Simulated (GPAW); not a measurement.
**Magnetic state of linear Cu chain, spacing 2.521 A from several starts**

A self-consistent run ends on one state, which hangs on the start. Several orders of linear Cu chain, spacing 2.521 A are started in GPAW and their energies compared.

Calculated with GPAW 26.7.0; revPBE; plane waves with GPAW's PAW setups, scalar-relativistic.

**1. The starting structure**

The cell holds 1 atom: 1 Cu. Its edges and angles: a = 12.000 Å, b = 12.000 Å, c = 2.521 Å, α = 90.0°, β = 90.0°, γ = 90.0°. model lattice. Vacuum lies along a and b. The structure's axis is c.

The settings of this session are not all sound (see the inputs), so it shows what such settings give, not the properties of the crystal.

**2. Order 1, typed as ferro +**

Parallel moments need no larger cell; this start tests for a ferromagnetic state only.

order1.py

```python
import json
import numpy as np
from ase import Atoms
from ase.parallel import paropen, parprint
from gpaw import GPAW

atoms = Atoms(['Cu'],
    cell=[[12.0, 0.0, 0.0],
         [0.0, 12.0, 0.0],
         [0.0, 0.0, 2.521]],
    scaled_positions=[[0.5, 0.5, 0.0]],
    pbc=True,
    magmoms=[0.5])
atoms.calc = GPAW(mode={'name': 'pw', 'ecut': 360.0},
    xc='revPBE',
    kpts={'size': (1, 1, 10), 'gamma': True},
    occupations={'name': 'fermi-dirac', 'width': 0.05},
    convergence={'density': 1e-05, 'energy': 1e-05},
    maxiter=200,
    mixer={'name': 'pulay', 'beta': 0.05, 'nmaxold': 8, 'weight': 100},
    symmetry={'tolerance': 1e-4},
    txt='order1.txt')
e = atoms.get_potential_energy(force_consistent=True)
res = {'free_energy': e, 'energy_sigma0': atoms.get_potential_energy(), 'fermi_energy': atoms.calc.get_fermi_level()}
res['moments'] = atoms.get_magnetic_moments().tolist()
res['total'] = atoms.get_magnetic_moment()
parprint('site moments (muB):', np.round(res['moments'], 3))
parprint(f"total moment: {res['total']:.3f} muB")
parprint(f'free energy: {e:.6f} eV')
atoms.calc.write('order1.gpw')
n = atoms.calc.get_pseudo_density()
up, down = (atoms.calc.get_pseudo_density(spin=i) for i in (0, 1))
np.savez('grids.npz', density=n, spin=up - down)
with paropen('results.json', 'w') as f:
    json.dump(res, f)
```

Launch:

```sh
OMP_NUM_THREADS=1 python3 order1.py > order1.log
```

Output:

```text
site moments (muB): [0.]
total moment: -0.000 muB
free energy: -1.259688 eV

--- order1.txt ---
Input parameters:
  mode=PW(ecut=360.0),
  convergence={'density': 1e-05, 'energy': 1e-05},
  kpts=MonkhorstPack(size=(1, 1, 10), gamma=True),
  maxiter=200,
  mixer=Pulay(name='pulay', nmaxold=8, beta=0.05, weight=100, sigma=0.015, g_ss=None),
  occupations=Occupations(name='fermi-dirac', width=0.05),
  symmetry=Symmetry(tolerance=0.0001),
  xc=XC(name='revPBE')

Diagonalizing LCAO Hamiltonian
Converting LCAO to pw mode
        .----------------------------.
       /|                            |
      / |                            |
     /  .----------------------------.
    /  /                            /
   /  /                            /
  /  /                            /
 *  /              Cu            /
 | /                            /
 |/                            /
 *----------------------------*

Atoms  # Å, Bohr magnetons
|   | symbol |        x |        y |        z |    initial magnetic moments |
|---|--------|----------|----------|----------|-----------------------------|
| 0 |     Cu | 6.000000 | 6.000000 | 0.000000 | ( 0.0000,  0.0000,  0.5000) |

Unit cell  # Å
| periodic |         x |         y |        z |   lengths |    angles |
|----------|-----------|-----------|----------|-----------|-----------|
|      yes | 12.000000 |  0.000000 | 0.000000 | 12.000000 | 90.000000 |
|      yes |  0.000000 | 12.000000 | 0.000000 | 12.000000 | 90.000000 |
|      yes |  0.000000 |  0.000000 | 2.521000 |  2.521000 | 90.000000 |

Number of symmetries: 16

BZ-sampling:
  Number of BZ points: 10
  Number of IBZ points: 6

  Monkhorst-Pack size: [1, 1, 10]
  Monkhorst-Pack shift: [0.0, 0.0, 0.05]

K-points  # in reciprocal-cell coordinates
|   |                                coordinates |     weight |
|---|--------------------------------------------|------------|
| 0 | (  0.00000000,   0.00000000,   0.00000000) | 0.10000000 |
| 1 | (  0.00000000,   0.00000000,   0.10000000) | 0.20000000 |
| 2 | (  0.00000000,   0.00000000,   0.20000000) | 0.20000000 |
| 3 | (  0.00000000,   0.00000000,   0.30000000) | 0.20000000 |
| 4 | (  0.00000000,   0.00000000,   0.40000000) | 0.20000000 |
| 5 | (  0.00000000,   0.00000000,   0.50000000) | 0.10000000 |

Plane wave coefficients: 5712
Cutoff: 360.0 eV

Spin-components: 2 (collinear spins)
Bands:           9
Projectors:      6
Spin-degeneracy: 1
Datatype:        complex128

Parallelization:
  kpt:    1
  domain: 1
  band:   1

Density:
  Valence electrons: 11.0
  Components: 2
  Grid points: [54 54 12]
  Charge: 0.0  # |e|

Potential:
  Grid points: [54 54 12]

species:
  Cu:
    name:    Copper
    Z:       29.0
    valence: 11
    core:    18
    charge:  0.0  # [|e|]
    compensation charges:
      type: gauss
      rc: 0.33  # [Å]
      lmax: 2
    cutoffs:
      filter: 2.06  # [Å]
      core: 2.43  # [Å]
    projectors
    | kind |    occ | energy [eV] | rcut [Å] |
    |------|--------|-------------|----------|
    |   4s |  1.000 |      -4.507 |    1.164 |
    |   4p |  0.000 |      -0.684 |    1.164 |
    |   3d | 10.000 |      -4.958 |    1.058 |
    |    s |        |      22.704 |    1.164 |
    |    p |        |      26.527 |    1.164 |
    |    d |        |      22.253 |    1.058 |

    Using partial waves for Cu as LCAO basis

Reference energy: -45025.542991  # eV

eigensolver:
  PPCG
  Converge bands: occupied
  niter=2

density mixing:
  Pulay-Mixer
  Linear mixing parameters: 0.05
  Old densities: 8
  Fourier metric: weight=100, sigma=0.015

occupation numbers:
  Fermi-Dirac:
    width: 0.0500  # eV

poisson solver:
  ecut: 2880.0  # eV

xc functional:
  name: revPBE with 2 nearest neighbor stencil

convergence criteria:
- Maximum integral of absolute [dens]ity change: 1e-05 electrons / valence electron
- Maximum [total energy] change in last 3 cyles: 1e-05 eV / valence electron
- Maximum integral of absolute [eigenst]ate change: 4e-08 eV^2 / valence electron
maximum number of iterations: 200

SCF iterations
|iter     |      energy | eigst |  dens |  magmom |
|---------|-------------|-------|-------|---------|
|iter:   1|       0s |   -1.343881 | -0.48 |       |  +0.4938|
|iter:   2|       1s |   -1.253432 | -2.23 | -1.02 |  +0.4844|
|iter:   3|       1s |   -1.216599 | -1.46 | -1.14 |  +0.4568|
|iter:   4|       2s |   -1.207952 | -1.95 | -1.22 |  +0.4242|
|iter:   5|       3s |   -1.256966 | -2.18 | -1.31 |  +0.0432|
|iter:   6|       3s |   -1.255342 | -2.60 | -1.92 |  +0.0902|
|iter:   7|       4s |   -1.255293 | -5.12 | -1.97 |  +0.0899|
|iter:   8|       5s |   -1.255816 | -5.08 | -1.98 |  +0.0768|
|iter:   9|       5s |   -1.257009 | -3.56 | -2.04 |  +0.0130|
|iter:  10|       6s |   -1.256938 | -4.78 | -2.63 |  +0.0030|
|iter:  11|       6s |   -1.257120 | -4.89 | -2.65 |  -0.0003|
|iter:  12|       7s |   -1.257093 | -5.07 | -3.02 |  -0.0089|
|iter:  13|       8s |   -1.257598 | -4.37 | -2.93 |  -0.0005|
|iter:  14|       8s |   -1.257257 | -4.74 | -2.88 |  -0.0020|
|iter:  15|       9s |   -1.257285 | -6.46 | -3.55 |  -0.0028|
|iter:  16|      10s |   -1.257280c| -7.47c| -3.35 |  -0.0023|
|iter:  17|      10s |   -1.257227c| -6.01 | -3.41 |  -0.0006|
|iter:  18|      11s |   -1.257226c| -7.71c| -4.12 |  -0.0005|
|iter:  19|      11s |   -1.257218c| -7.61c| -4.22 |  -0.0002|
|iter:  20|      12s |   -1.257224c| -7.87c| -4.39 |  -0.0000|
|iter:  21|      13s |   -1.257223c| -8.13c| -5.15c|  -0.0000|

Converged in 21 steps
Energy contributions relative to reference atoms: (reference = -45025.542991)

Energy contributions:
  Kinetic:          -6.497130
  Coulomb:           4.530198
  Zero:              0.325737
  External:          0.000000
  Xc:                0.386438
  Entropy:          -0.004930
  Spinorbit:         0.000000
  ----------------------------
  Free energy:      -1.259688
  Extrapolated:     -1.257223

dipole moment: (-0.000002, -0.000002, -5.352966)  # |e|*Ang

Total magnetic moment: (0.000000, 0.000000, -0.000004)

Local magnetic moments
|        x |        y |        z |
|----------|----------|----------|
| 0.000000 | 0.000000 | 0.000004 |  # Cu   0

Fermi level: -4.408
Eigenvalues  # (at kpt = [0.000, 0.000, 0.000])
| band index |      eig [eV] | occ [0-1] |      eig [eV] | occ [0-1] |
|------------|---------------|-----------|---------------|-----------|
|          0 |        -7.110 |     1.000 |        -7.110 |     1.000 |
|          1 |        -5.268 |     1.000 |        -5.268 |     1.000 |
|          2 |        -5.133 |     1.000 |        -5.133 |     1.000 |
|          3 |        -5.132 |     1.000 |        -5.132 |     1.000 |
|          4 |        -4.608 |     0.982 |        -4.608 |     0.982 |
|          5 |        -4.608 |     0.982 |        -4.608 |     0.982 |
|          6 |        -1.519 |     0.000 |        -1.519 |     0.000 |
|          7 |        -1.519 |     0.000 |        -1.519 |     0.000 |
|          8 |        -0.003 |     0.000 |        -0.003 |     0.000 |

No gap
No difference between direct/indirect transitions
```

Wall time 15 s (1 MPI rank of Intel Xeon Platinum 8488C (Sapphire Rapids), shared host); peak memory 0.22 GiB.

Read from the output:

```yaml
final_state: non-magnetic
```

After 21 cycles the seed has died away: no moment is left.

**3. Order 2, typed as antiferro q=(0,0,1/2) +-**

Another pattern of signs weighs the neighbour shells otherwise.

This order needs a doubled cell of 2 atoms. Its mesh is chosen so that both cells sample the same points.

order2.py is the script of step 2 with these lines changed:

```diff
@@ -6,12 +6,13 @@
 
-atoms = Atoms(['Cu'],
+atoms = Atoms(['Cu', 'Cu'],
     cell=[[12.0, 0.0, 0.0],
          [0.0, 12.0, 0.0],
-         [0.0, 0.0, 2.521]],
-    scaled_positions=[[0.5, 0.5, 0.0]],
+         [0.0, 0.0, 5.042]],
+    scaled_positions=[[0.5, 0.5, 0.0],
+         [0.5, 0.5, 0.5]],
     pbc=True,
-    magmoms=[0.5])
+    magmoms=[0.5, -0.5])
 atoms.calc = GPAW(mode={'name': 'pw', 'ecut': 360.0},
     xc='revPBE',
-    kpts={'size': (1, 1, 10), 'gamma': True},
+    kpts={'size': (1, 1, 5), 'gamma': True},
     occupations={'name': 'fermi-dirac', 'width': 0.05},
@@ -21,3 +22,3 @@
     symmetry={'tolerance': 1e-4},
-    txt='order1.txt')
+    txt='order2.txt')
 e = atoms.get_potential_energy(force_consistent=True)
@@ -29,3 +30,3 @@
 parprint(f'free energy: {e:.6f} eV')
-atoms.calc.write('order1.gpw')
+atoms.calc.write('order2.gpw')
 n = atoms.calc.get_pseudo_density()
```

Launch:

```sh
OMP_NUM_THREADS=1 python3 order2.py > order2.log
```

Output:

```text
site moments (muB): [ 0. -0.]
total moment: 0.000 muB
free energy: -2.519376 eV

--- order2.txt ---
Input parameters:
  mode=PW(ecut=360.0),
  convergence={'density': 1e-05, 'energy': 1e-05},
  kpts=MonkhorstPack(size=(1, 1, 5), gamma=True),
  maxiter=200,
  mixer=Pulay(name='pulay', nmaxold=8, beta=0.05, weight=100, sigma=0.015, g_ss=None),
  occupations=Occupations(name='fermi-dirac', width=0.05),
  symmetry=Symmetry(tolerance=0.0001),
  xc=XC(name='revPBE')

Diagonalizing LCAO Hamiltonian
Converting LCAO to pw mode
        .----------------------------.
       /|                            |
      / |                            |
     /  |                            |
    /   |                            |
   /    |                            |
  /     .----------------------------.
 *     /           Cu               /
 |    /                            /
 |   /                            /
 |  /              Cu            /
 | /                            /
 |/                            /
 *----------------------------*

Atoms  # Å, Bohr magnetons
|   | symbol |        x |        y |        z |    initial magnetic moments |
|---|--------|----------|----------|----------|-----------------------------|
| 0 |     Cu | 6.000000 | 6.000000 | 0.000000 | ( 0.0000,  0.0000,  0.5000) |
| 1 |     Cu | 6.000000 | 6.000000 | 2.521000 | ( 0.0000,  0.0000, -0.5000) |

Unit cell  # Å
| periodic |         x |         y |        z |   lengths |    angles |
|----------|-----------|-----------|----------|-----------|-----------|
|      yes | 12.000000 |  0.000000 | 0.000000 | 12.000000 | 90.000000 |
|      yes |  0.000000 | 12.000000 | 0.000000 | 12.000000 | 90.000000 |
|      yes |  0.000000 |  0.000000 | 5.042000 |  5.042000 | 90.000000 |

Number of symmetries: 16

BZ-sampling:
  Number of BZ points: 5
  Number of IBZ points: 3

  Monkhorst-Pack size: [1, 1, 5]
  Monkhorst-Pack shift: [0, 0, 0]

Plane wave coefficients: 11276
Cutoff: 360.0 eV

Spin-components: 2 (collinear spins)
Bands:           18
Projectors:      12
Spin-degeneracy: 1
Datatype:        complex128

Parallelization:
  kpt:    1
  domain: 1
  band:   1

Density:
  Valence electrons: 22.0
  Components: 2
  Grid points: [54 54 24]
  Charge: 0.0  # |e|

Potential:
  Grid points: [54 54 24]

[... setups left out ...]
Reference energy: -90051.085983  # eV

eigensolver:
  PPCG
  Converge bands: occupied
  niter=2

density mixing:
  Pulay-Mixer
  Linear mixing parameters: 0.05
  Old densities: 8
  Fourier metric: weight=100, sigma=0.015

occupation numbers:
  Fermi-Dirac:
    width: 0.0500  # eV

poisson solver:
  ecut: 2880.0  # eV

xc functional:
  name: revPBE with 2 nearest neighbor stencil

convergence criteria:
- Maximum integral of absolute [dens]ity change: 1e-05 electrons / valence electron
- Maximum [total energy] change in last 3 cyles: 1e-05 eV / valence electron
- Maximum integral of absolute [eigenst]ate change: 4e-08 eV^2 / valence electron
maximum number of iterations: 200

SCF iterations
|iter     |      energy | eigst |  dens |  magmom |
|---------|-------------|-------|-------|---------|
|iter:   1|       0s |   -2.705019 | -0.49 |       |  -0.0000|
|iter:   2|       1s |   -2.480605 | -2.18 | -0.97 |  -0.0000|
|iter:   3|       3s |   -2.463001 | -2.53 | -1.31 |  -0.0000|
|iter:   4|       4s |   -2.494157 | -2.25 | -1.47 |  -0.0000|
|iter:   5|       6s |   -2.646245 | -1.89 | -1.58 |  -0.0000|
|iter:   6|       7s |   -2.507080 | -1.61 | -1.46 |  -0.0000|
|iter:   7|       8s |   -2.509298 | -3.72 | -2.11 |  +0.0000|
|iter:   8|      10s |   -2.509340 | -5.18 | -2.17 |  +0.0000|
|iter:   9|      11s |   -2.512746 | -3.90 | -2.18 |  +0.0000|
|iter:  10|      13s |   -2.513348 | -3.77 | -2.22 |  -0.0000|
|iter:  11|      14s |   -2.514441 | -4.18 | -2.56 |  -0.0000|
|iter:  12|      16s |   -2.514663 | -3.57 | -2.41 |  -0.0000|
|iter:  13|      17s |   -2.514556 | -5.56 | -3.24 |  -0.0000|
|iter:  14|      18s |   -2.514433 | -5.51 | -3.39 |  +0.0000|
|iter:  15|      20s |   -2.514449c| -6.07 | -3.71 |  +0.0000|
|iter:  16|      21s |   -2.514440c| -7.60c| -4.25 |  +0.0000|
|iter:  17|      23s |   -2.514447c| -7.35 | -4.21 |  +0.0000|
|iter:  18|      24s |   -2.514445c| -7.98c| -4.71 |  +0.0000|
|iter:  19|      26s |   -2.514446c| -7.90c| -4.91 |  +0.0000|
|iter:  20|      27s |   -2.514446c| -7.94c| -4.81 |  +0.0000|
|iter:  21|      28s |   -2.514446c| -8.72c| -5.23c|  +0.0000|

Converged in 21 steps
Energy contributions relative to reference atoms: (reference = -90051.085983)

Energy contributions:
  Kinetic:         -12.989989
  Coulomb:           9.056282
  Zero:              0.651434
  External:          0.000000
  Xc:                0.772758
  Entropy:          -0.009861
  Spinorbit:         0.000000
  ----------------------------
  Free energy:      -2.519376
  Extrapolated:     -2.514446

dipole moment: (-0.000004, -0.000004, -10.705930)  # |e|*Ang

Total magnetic moment: (0.000000, 0.000000, 0.000000)

Local magnetic moments
|        x |        y |         z |
|----------|----------|-----------|
| 0.000000 | 0.000000 |  0.000033 |  # Cu   0
| 0.000000 | 0.000000 | -0.000034 |  # Cu   1

Fermi level: -4.408
Eigenvalues  # (at kpt = [0.000, 0.000, 0.000])
| band index |      eig [eV] | occ [0-1] |      eig [eV] | occ [0-1] |
|------------|---------------|-----------|---------------|-----------|
|          0 |        -7.110 |     1.000 |        -7.110 |     1.000 |
|        ... |               |           |               |           |
|          3 |        -5.268 |     1.000 |        -5.268 |     1.000 |
|          4 |        -5.133 |     1.000 |        -5.133 |     1.000 |
|          5 |        -5.132 |     1.000 |        -5.132 |     1.000 |
|          6 |        -4.900 |     1.000 |        -4.900 |     1.000 |
|          7 |        -4.900 |     1.000 |        -4.900 |     1.000 |
|          8 |        -4.665 |     0.994 |        -4.665 |     0.994 |
|          9 |        -4.608 |     0.982 |        -4.608 |     0.982 |
|         10 |        -4.608 |     0.982 |        -4.608 |     0.982 |
|         11 |        -1.519 |     0.000 |        -1.519 |     0.000 |
|         12 |        -1.519 |     0.000 |        -1.519 |     0.000 |
|         13 |        -0.926 |     0.000 |        -0.926 |     0.000 |
|         14 |        -0.003 |     0.000 |        -0.003 |     0.000 |
|         15 |         0.776 |     0.000 |         0.776 |     0.000 |
|         16 |         0.819 |     0.000 |         0.819 |     0.000 |
|         17 |         1.328 |     0.000 |         1.328 |     0.000 |

Gap: 0.385 eV
Transition (v -> c):
  (s=1, k=0, n=10, [0.00, 0.00, 0.00]) -> (s=1, k=2, n=11, [0.00, 0.00, 0.40])
Direct/indirect transitions are different
Direct gap: 0.705 eV
Transition at: (s=0->1, k=2, n=10, [0.00, 0.00, 0.40])
```

Wall time 32 s (1 MPI rank); peak memory 0.31 GiB.

Numbers from this step:

| Item | Value |
| --- | --- |
| final state | non-magnetic |

It ends in the same state without moments as the first start; the 4.3e-6 meV between them is numerical noise.

**4. Start 3: no spin polarisation**

A run without seeds gives the energy of the state without moments.

nospin.py

```python
import json
import numpy as np
from ase import Atoms
from ase.parallel import paropen, parprint
from gpaw import GPAW

atoms = Atoms(['Cu'],
    cell=[[12.0, 0.0, 0.0],
         [0.0, 12.0, 0.0],
         [0.0, 0.0, 2.521]],
    scaled_positions=[[0.5, 0.5, 0.0]],
    pbc=True)
atoms.calc = GPAW(mode={'name': 'pw', 'ecut': 360.0},
    xc='revPBE',
    kpts={'size': (1, 1, 10), 'gamma': True},
    occupations={'name': 'fermi-dirac', 'width': 0.05},
    convergence={'density': 1e-05, 'energy': 1e-05},
    maxiter=200,
    mixer={'name': 'pulay', 'beta': 0.05, 'nmaxold': 8, 'weight': 100},
    symmetry={'tolerance': 1e-4},
    txt='nospin.txt')
e = atoms.get_potential_energy(force_consistent=True)
res = {'free_energy': e, 'energy_sigma0': atoms.get_potential_energy(), 'fermi_energy': atoms.calc.get_fermi_level()}
parprint(f'free energy: {e:.6f} eV')
atoms.calc.write('nospin.gpw')
with paropen('results.json', 'w') as f:
    json.dump(res, f)
```

Launch:

```sh
OMP_NUM_THREADS=1 python3 nospin.py > nospin.log
```

Output:

```text
free energy: -1.259688 eV

--- nospin.txt ---
Input parameters:
  mode=PW(ecut=360.0),
  convergence={'density': 1e-05, 'energy': 1e-05},
  kpts=MonkhorstPack(size=(1, 1, 10), gamma=True),
  maxiter=200,
  mixer=Pulay(name='pulay', nmaxold=8, beta=0.05, weight=100, sigma=0.015, g_ss=None),
  occupations=Occupations(name='fermi-dirac', width=0.05),
  symmetry=Symmetry(tolerance=0.0001),
  xc=XC(name='revPBE')

[...]
|------------|---------------|-----------|
|          0 |        -7.110 |     2.000 |
|          1 |        -5.268 |     2.000 |
|          2 |        -5.133 |     2.000 |
|          3 |        -5.132 |     2.000 |
|          4 |        -4.608 |     1.964 |
|          5 |        -4.608 |     1.964 |
|          6 |        -1.519 |     0.000 |
|          7 |        -1.519 |     0.000 |
|          8 |        -0.003 |     0.000 |

No gap
No difference between direct/indirect transitions


[key lines of the parts left out:]
Free energy:      -1.259688
Converged in 18 steps
dipole moment: (-0.000002, -0.000002, -5.352987)  # |e|*Ang
Fermi level: -4.408
```

Wall time 8.1 s (1 MPI rank); peak memory 0.17 GiB.

Numbers from this step:

```yaml
final_state: non-magnetic (no spin polarisation)
```

It ends in the same state without moments as the first start; the 8.5e-7 meV between them is numerical noise.

**5. Ranking**

These are free energies at a smearing of 0.05 eV, so its entropy term is in the differences. They are divided by the number of seeded atoms, so that cells of unlike size compare. Wavevectors q in the names are fractions of the reciprocal vectors of the first run's cell.

Orders:

```tsv
start	final state	typed order kept	energy over the lowest (meV a seeded atom)	largest site moment (μB)	net moment (μB a primitive cell)	mesh matched	CPU time (s)
ferro +	non-magnetic	no	0	0	0	yes	15.38
antiferro q=(0,0,1/2) +-	non-magnetic	no	0	0	0	yes	32.27
no spin polarisation	non-magnetic	-	0	0	0	yes	8.02
```

**6. Results**

```yaml
lowest_state_found: non-magnetic (typed ferro +)
largest_site_moment: 0 μB
```

**Reading.** The lowest state carries no moment above 0.15 μB, and no start kept one. This is the lowest of 3 finished starts, no proof of the ground state.

[Logs and program files are shortened in this print: banners, set-up blocks, solver, clock and traceback lines can be left out without a mark of their own.]

[Logs are printed without paths, hosts, clocks, repeated set-up lines and the standing remarks that a program may print on its own settings, such as how far it seeks lower states.]

[Hosts, paths, dates, database ids (printed as entryN), source tags and the programs' standing remarks are cut or masked in the printed files.]

[Where a cell is said to come from a database of computed structures, the database is the Materials Project.]
